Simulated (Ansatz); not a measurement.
# 3-layer Al2SSe (AB) in a perpendicular field, part 4 of 4

Wanted: the out-of-plane response of the 3-layer Al2SSe (AB). A positive field points along +c.

Ansatz 0.2.0; plane-wave DFT, PBE-D3(BJ), Ansatz PAW (the session's first sound run).

So far. Step 12 (Response, atoms relaxed): The induced dipole is that of a conductor 19.95 Å thick. Step 13 (With spin-orbit coupling, k-mesh 12×12×1): The gap is 1.51 eV, with the valence edge 5.74 eV and the conduction edge 4.22 eV under the upper vacuum level.

### 14. Spin splitting near the zone centre, field 0

This step: plane-wave DFT, PBE, fully relativistic PAW with spin-orbit coupling; spin splitting near the zone centre (Ansatz 0.2.0).

Levels that meet at the zone centre are followed outwards; a split that grows in proportion to k gives the Rashba parameter as ΔE/2k.

Numbers from this step:

```yaml
largest_split_over_2k_that_stays_linear_in_k: 0.6403 eV Å
```

Groups of levels that meet at the zone centre and whose split, tested at two k, grows in proportion to k or stays under 1 meV; groups that fail this test are left out. Spin splitting, by row:

```csv
level at the first point (eV from the Fermi level),states,split at k = 0.030 1/A (eV),split over 2k (eV Å)
-1.817,2,0.0383,0.6403
-1.598,2,0.028,0.4681
-1.504,2,0.0185,0.3093
-0.7927,2,0.0043,0.07188
1.912,2,0.0033,0.05517
2.122,2,0.0028,0.04681
2.342,2,0.0023,0.03845
```

### 15. With spin-orbit coupling, k-mesh 12×12×1, field -0.2 V/Å

This step: plane-wave DFT, PBE, fully relativistic PAW with spin-orbit coupling (Ansatz 0.2.0).

The same in a field along the normal.

input.yaml

```yaml
crystal:
  lattice:
    - [3.6385796146, 0.0, 0.0]
    - [-1.8192898073, 3.15110238, 0.0]
    - [0.0, 0.0, 38.8304388023]
  atoms:
    - { symbol: Se, position: [0.3333333333, 0.6666666667, 0.2317769327] }
    - { symbol: Al, position: [0.0, 0.0, 0.2631591042] }
    - { symbol: Al, position: [0.0, 0.0, 0.3293159851] }
    - { symbol: S, position: [0.3333333333, 0.6666666667, 0.3557677635] }
    - { symbol: Se, position: [0.6666666667, 0.3333333333, 0.4379794732] }
    - { symbol: Al, position: [0.3333333333, 0.6666666667, 0.4692928394] }
    - { symbol: Al, position: [0.3333333333, 0.6666666667, 0.5354174804] }
    - { symbol: S, position: [0.6666666667, 0.3333333333, 0.561845071] }
    - { symbol: Se, position: [0.3333333333, 0.6666666667, 0.6441993829] }
    - { symbol: Al, position: [0.0, 0.0, 0.6755051255] }
    - { symbol: Al, position: [0.0, 0.0, 0.7416810628] }
    - { symbol: S, position: [0.3333333333, 0.6666666667, 0.7682230673] }
kpoints:
  mp_grid: { grid: [12, 12, 1] }
  band_path: { path: [[0, 0, 0], [0.12, 0, 0]], npoints: 24 }
hamiltonian:
  xc: pbe
  pseudopotentials: { kind: paw_fr }
magnetization:
  noncollinear: true
  spin_orbit: true
scf:
  occupations: { method: fermi_dirac, width: 0.02585 }
  convergence: { dr2_threshold: 1.0e-09 }
efield:
  axis: 3
  dipole_correction: true
  ramp_position: 0.9678
  ramp_width: 0.0605
  amplitude: -0.2
output:
  write_potential: true
  write_density: true
  volumetric_format: npy
```

Command:

```console
ansatz run input.yaml --threads 4 --pin off --max-ram 12288MiB --backend cpu --events-out ev --progress --plain --runs-dir out
```

Numbers of over 12 decimals in the logs are rounded to 6 here.

Log:

```text
[...]
Crystal: 12 atoms, lattice volume = 445.212 Å³
Basis set: ecut = 420 eV, 8589 PW (Γ)
Bands: 108, of which v1, the nominal top of the filled ones, is band 84 counted from 1 (83 counted from 0)
Symmetry: 6 space group operations + 6 with time reversal
[...]
k-points: 19 of 144 (time reversal used)
[...]
k-point 0: bands = [... 80 lower, 0.8812, 0.8812, 1.0849, 1.0849, 3.6125, 3.6125, 3.9482, 3.9482, ... 20 higher]
  k-point 1: bands = [... 80 lower, 0.6846, 0.7008, 1.1033, 1.1177, 3.9784, 3.9925, 4.3064, 4.3159, ... 20 higher]
  k-point 2: bands = [... 80 lower, 0.7090, 0.7306, 1.0803, 1.0986, 4.3148, 4.3196, 4.5267, 4.5300, ... 20 higher]
  k-point 18: bands = [... 80 lower, -0.0900, -0.0571, 0.0829, 0.1160, 2.5150, 2.5490, 2.7234, 2.7556, ... 20 higher]
[key lines of the parts left out:]
SCF converged after 12 iterations
Magnetization: |M| = 0.0000 μB,  M = (+0.0000, +0.0000, +0.0000) μB
Free energy (F): -22348.309742 eV
Fermi energy:    1.792795 eV
Dipole field:    D = -0.105497 V/Å  (p = -0.259565 e·Å, saw-weighted, corrected)
```

Run time: 3.7 min. Hardware: 4 threads of Arm Neoverse V2, shared host; peak memory 4.4 GiB.

This step gave:

```yaml
gap_on_the_k_mesh: 1.317 eV
dipole_along_the_normal: -0.2596 e·Å
gap_along_the_path: 2.493 eV
smallest_direct_gap_along_the_path: 2.527 eV
gap_the_smaller_of_path_and_mesh: 1.317 eV
```

The dipole is -0.260 e·Å, and the gap 1.317 eV.

### 16. Spin splitting near the zone centre, field -0.2 V/Å

This step: plane-wave DFT, PBE, fully relativistic PAW with spin-orbit coupling; spin splitting near the zone centre (Ansatz 0.2.0).

This step gave:

```yaml
largest_split_over_2k_that_stays_linear_in_k: 0.8192 eV Å
```

### 17. A changed input: basis.ecutwfc = "40.4 Ry" and hamiltonian.xc = "revpbe"

This step: plane-wave DFT, PBE-D3(BJ), Ansatz PAW, but for the change named below (Ansatz 0.2.0).

A run with a changed input: it repeats the earlier run at 0.03 V/Å with basis.ecutwfc to 40.4 Ry and hamiltonian.xc from pbe to revpbe.

input.yaml, the sections that differ from step 15:

```yaml
kpoints:
  mp_grid: { grid: [18, 18, 1] }
  band_path:
    path: [[0, 0, 0], [0.5, 0, 0], [0.33333333, 0.33333333, 0], [0, 0, 0]]
    npoints: 16
hamiltonian:
  xc: revpbe
  dispersion: d3bj
scf:
  occupations: { method: fermi_dirac, width: 0.02585 }
  convergence: { dr2_threshold: 1.0e-10 }
efield:
  axis: 3
  dipole_correction: true
  ramp_position: 0.97
  ramp_width: 0.06
  amplitude: 0.03
basis:
  ecutwfc: "40.4 Ry"
# crystal, output: as in step 15
# magnetization: removed
```

Log:

```text
[...]
Crystal: 12 atoms, lattice volume = 445.212 Å³
Basis set: ecut = 549.670002 eV, 12887 PW (Γ)
Bands: 54, of which v1, the nominal top of the filled ones, is band 42 counted from 1 (41 counted from 0)
Symmetry: 6 space group operations
[...]
k-points: 37 of 324 (time reversal used)
[...]
SCF iter   1: F=—  HF=-22387.989952 eV  |F-HF|=—  |Δ(HF+E_count)|=         —  Δρ=2.98e-2  dr2=5.06e0  ethr=3.10e-3  p=0.044 e·Å  D=1.78e-2 V/Å  ΔV_dip=-0.69 eV  dr2_dipole=4.88e-3  V_vac-E_F(+/−)=6.06/5.67 eV  ⟨swp⟩=7.9  Hψ=9196  notcnv=0  defer=2
[...]
SCF iter  14: F=-22386.904603 eV  HF=-22386.904603 eV  |F-HF|=2.91e-11  |Δ(HF+E_count)|=  2.51e-10  Δρ=4.89e-8  dr2=2.22e-11  ethr=1.00e-12  p=0.024 e·Å  D=9.73e-3 V/Å  ΔV_dip=-0.38 eV  dr2_dipole=3.01e-12  V_vac-E_F(+/−)=5.13/4.43 eV  ⟨swp⟩=14.3  Hψ=7191  notcnv=0
SCF 1 converged in 14 iterations: F = -22386.904603 eV  dr2 = 2.22e-11
[...]
SCF converged after 14 iterations
Free energy (F): -22386.904603 eV
[...]
Internal energy: -22386.904603 eV  (E = F + TS)
E sigma→0 (E₀):  -22386.904603 eV
Fermi energy:    1.914119 eV
Dipole field:    D = 0.009728 V/Å  (p = 0.023934 e·Å, saw-weighted, corrected)
Work function:   not extracted (applied field tilts the vacuum); planar V_es + V_field profile in the machine report
[...]
--- Band table (eV; the first three rows and the last of 37) ---
  k-point 0: bands = [... 38 lower, 0.5925, 0.5925, 0.6114, 1.1051, 3.8990, 4.1327, 4.3650, 4.8482, ... 8 higher]
  k-point 1: bands = [... 38 lower, 0.4375, 0.5417, 0.6768, 1.1174, 4.0839, 4.3052, 4.5325, 5.0505, ... 8 higher]
  k-point 2: bands = [... 38 lower, 0.3844, 0.4025, 0.7373, 1.1245, 4.4831, 4.6745, 4.8841, 5.2386, ... 8 higher]
  k-point 36: bands = [... 38 lower, -0.7333, -0.1720, 0.0087, 0.0532, 2.7571, 2.8441, 2.9843, 4.9099, ... 8 higher]
```

Elapsed: 74 s, on 4 threads; peak memory 1.9 GiB.

Numbers from this step:

```
gap on the k-mesh                  : 1.530 eV
dipole along the normal            : 0.02393 e·Å
gap along the path                 : 1.530 eV
smallest direct gap along the path : 2.423 eV
gap, the smaller of path and mesh  : 1.530 eV
```

Electronic bands along the path, in eV, zero at the Fermi level of the run, which the smearing sets inside the gap:

```csv
point,band 39,band 40,band 41,band 42,band 43,band 44,band 45,band 46
Γ,-1.32,-1.32,-1.30,-0.81,1.98,2.22,2.45,2.93
halfway,-2.03,-1.39,-1.17,-0.97,1.91,2.06,2.19,2.90
M,-2.57,-2.17,-2.02,-1.91,0.74,0.91,1.06,2.18
halfway,-2.68,-2.07,-1.95,-1.85,1.09,1.20,1.32,2.84
K,-2.65,-2.09,-1.91,-1.86,0.84,0.93,1.07,3.00
halfway,-2.71,-1.35,-1.19,-1.04,2.26,2.38,2.49,3.45
Γ,-1.32,-1.32,-1.30,-0.81,1.98,2.22,2.45,2.93
```

```csv
quantity,this run,earlier run,difference
dipole along the normal (e·Å),0.02393,0.02511,-0.0012
gap along the path (eV),1.530,1.493,0.037
smallest direct gap along the path (eV),2.423,2.390,0.033
gap on the k-mesh (eV),1.530,1.493,0.037
```

What moves beyond 0.01 in its unit (for the dipole 0.5 % and 5e-5 e·Å): dipole along the normal (-0.00118 e·Å), gap along the path (+0.0374 eV), gap on the k-mesh (+0.0371 eV) and smallest direct gap along the path (+0.0327 eV).

### 18. Varying the input

This step: plane-wave DFT, PBE-D3(BJ), Ansatz PAW (Ansatz 0.2.0).

An input spoilt on purpose, to show how the run answers: it repeats the earlier run at 0.03 V/Å with efield.ramp_width from 0.06 to 0.9, and scf.max_iter set to 60.

input.yaml, as its differences from that of step 17:

```diff
@@ -24,3 +24,3 @@
 hamiltonian:
-  xc: revpbe
+  xc: pbe
   dispersion: d3bj
@@ -29,2 +29,3 @@
   convergence: { dr2_threshold: 1.0e-10 }
+  max_iter: 60
 efield:
@@ -33,3 +34,3 @@
   ramp_position: 0.97
-  ramp_width: 0.06
+  ramp_width: 0.9
   amplitude: 0.03
@@ -39,3 +40 @@
   volumetric_format: npy
-basis:
-  ecutwfc: "40.4 Ry"
```

Log:

```text
Engine: ansatz 0.2.0, aarch64-unknown-linux-gnu
Pseudopotentials: kind: paw
Pseudopotential: Se, paw, valence charge 16, recommended cutoff 420 eV (normal), Se.paw.azcp
Pseudopotential: Al, paw, valence charge 3, recommended cutoff 420 eV (normal), Al.paw.azcp
Pseudopotential: S, paw, valence charge 6, recommended cutoff 420 eV (normal), S.paw.azcp
Functional definition: PBE
  parameter kappa = 0.804
  parameter beta = 0.066725
  exchange = pbe_x(kappa = kappa, mu = beta*pi^2/3)
  correlation = pbe_c(beta = beta)
Crystal: 12 atoms, lattice volume = 445.212 Å³
Basis set: ecut = 420 eV, 8589 PW (Γ)
Bands: 54, of which v1, the nominal top of the filled ones, is band 42 counted from 1 (41 counted from 0)
Symmetry: 6 space group operations
Space group: P3m1 (ITA 156), of the structure as read, at distance tolerance 7.6e-5 Å
k-points: 37 of 324 (time reversal used)
Non-local potential: Se, projectors of the file, l = 0: 2, l = 1: 2, l = 2: 3, l = 3: 1
Non-local potential: Al, projectors of the file, l = 0: 2, l = 1: 2, l = 2: 1
Non-local potential: S, projectors of the file, l = 0: 2, l = 1: 2, l = 2: 2
PAW form: soft (Blöchl's): semilocal exchange-correlation on the pseudo side does not see the compensation charge
PAW one-centre angular grid: Se, 590 points (default); XC on 64 Gauss nodes
PAW one-centre angular grid: Al, 110 points (default); XC on 64 Gauss nodes
PAW one-centre angular grid: S, 110 points (default); XC on 64 Gauss nodes
Initial density: superposition of atomic densities (neutral atoms: chi_scale 0, normalization atom, screened)
Initial wavefunctions: pseudopotential atomic-orbital guess
Functional: x = pbe(κ = 0.804, μ = 0.219515), c = pbe(β = 0.066725)
Error: efield: ion 0 (Se) at fractional coordinate 0.2318 along the field axis lies inside the sawtooth ramp with 2 of the planes that the density is read on at each end, [0.9626, 0.8774] — the ramp must sit in vacuum (an ion there feels the fictitious reversed slope); set or move the ramp (efield.ramp_position / ramp_width) or move the geometry
```

The job ended after 0.37 s (4 threads; peak memory 0.58 GiB).

The program refused the input before any cycle.

The program's message: “Error: efield: ion 0 (Se) at fractional coordinate 0.2318 along the field axis lies inside the sawtooth ramp with 2 of the planes that the density is read on at each end, [0.9626, 0.8774] — the ramp m …”

The fault put into the input: a ramp so wide that it reaches the atoms.

### 19. Outcome

| Property | Result |
| --- | --- |
| gap without field | 1.53 eV |
| ionisation energy, upper face | 5.75 eV |
| electron affinity, upper face | 4.22 eV |
| step between the vacuum levels | 0.189 eV |
| equivalent conductor thickness, atoms held | 19.5 Å |
| equivalent conductor thickness, atoms relaxed | 20.0 Å |
| largest split over 2k that stays linear in k at 0 V/Å | 0.640 eV Å |
| largest split over 2k that stays linear in k at -0.2 V/Å | 0.819 eV Å |

In words: The induced dipole equals that of a perfect conductor 19.52 Å thick, while the outer atoms lie 20.83 Å apart; an out-of-plane ε follows only once a thickness t is chosen, by 1 − 1/ε = 19.52 Å / t. The two faces differ: the vacuum level above lies 0.19 eV higher than the one below. The gap goes from 1.53 eV to 1.22 eV at -0.25 V/Å. Letting the atoms follow the field adds 0.43 Å to the equivalent conductor thickness: the ionic part of the response. With the field reversed the gap is 1.02 eV at 0.25 V/Å. Semilocal functionals give gaps that are too small, and excitons are not included. The field series itself is without spin-orbit coupling.

[Logs are printed without paths, hosts, clocks, repeated set-up lines and the standing remarks that a program may print on its own settings, such as how far it seeks lower states.]

[Hosts, paths, dates, database ids (printed as entryN), source tags and the programs' standing remarks are cut or masked in the printed files.]

[Maps of the electrostatic potential energy from Ansatz leave out the sawtooth potential of an applied field or a dipole correction, so their vacuum need not be flat; planar profiles and work functions include it.]
